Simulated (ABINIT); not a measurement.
# Calculated records

```xyz
10
Lattice="2.576 1.487 4.623 -2.576 1.487 4.623 0.000 -2.974 4.623" Properties=species:S:1:pos:R:3 pbc="T T T" subject="LiNbO3 (R3c): G0W0 with ABINIT, start to end" method="RPA screening on PBE, plane waves, norm-conserving pseudopotentials (and 2 further levels or steps)" program="ABINIT 10.8.3" settings="cutoff 37 Ha, PseudoDojo scalar-relativistic 0.4.1 standard, norm-conserving, potential set dojo-sr-pbe-0.4.1-standard, ngkpt (2, 2, 2), nband 522, ecuteps 7.4 Ha, inclvkb 2, shiftk (0, 0, 0), symchi 1, awtr 1, frequency ppm, 2×2×2 k-mesh" notes="The program’s warnings: nproc spkpt=  >= nkpt= * nsppol=. The cell and positions come from the Crystallography Open Database and are kept as given unless a step says otherwise. Limits: no spin-orbit coupling. Local fields lower the RPA ε∞ on this mesh from 5.81 to 5.17; a Γ-centred mesh this coarse tends to raise both, most where the direct gap is narrow, while a short band sum lowers them. The 2×2×2 mesh is coarse for this cell, which bears on the long-range parts of exchange and screening." pbe_gap="3.58 eV, indirect (only 34 meV under the direct gap)" g0w0_gap_on_the_mesh="4.99 eV" g0w0_gap_over_the_zone_rigid_shift="4.96 eV" gw_settings="2×2×2 mesh, 522 bands, screening to 201.4 eV, Godby-Needs plasmon pole" known_limits="short of the basis limit; no spin-orbit coupling; coarse k mesh"
Li    0.000    0.000    3.904
Li    0.000    0.000   10.839
Nb    0.000    0.000    0.001
Nb    0.000    0.000    6.935
O    -0.634   -1.440    5.503
O     1.564    0.171    5.503
O    -0.930    1.269    5.503
O    -1.645   -0.218    7.814
O     0.634    1.534    7.814
O     1.012   -1.316    7.814
```

[Long decimals in the printed logs are rounded to 6 places.]

[Logs are printed without paths, hosts, clocks, repeated set-up lines and the standing remarks that a program may print on its own settings, such as how far it seeks lower states.]

[Paths, hosts, dates, memory and timing lines, banners, echoed tables and standing remarks are left out of the program output; an Ansatz launch command may be rebuilt from the run's recorded settings. Measured values are a selection of at most five: reports struck by readers or far from the other reports are left out. None is set beside runs whose start may be inverted or whose files or cutoffs have a known fault.]

[Runs of the session that timed out or met a known fault of the program may be left out.]

[Hosts, paths, dates, database ids (printed as entryN), source tags and the programs' standing remarks are cut or masked in the printed files.]

[G0W0 gaps are taken among the corrected bands and points alone; a level outside them can change the order at an edge.]

[Where Ansatz stands beside ABINIT at settings called matched, ABINIT's density can come from a denser mesh and the files from another edition; pairs whose starting gaps differed by over 0.03 eV were left out, so agreement reads better than it is.]
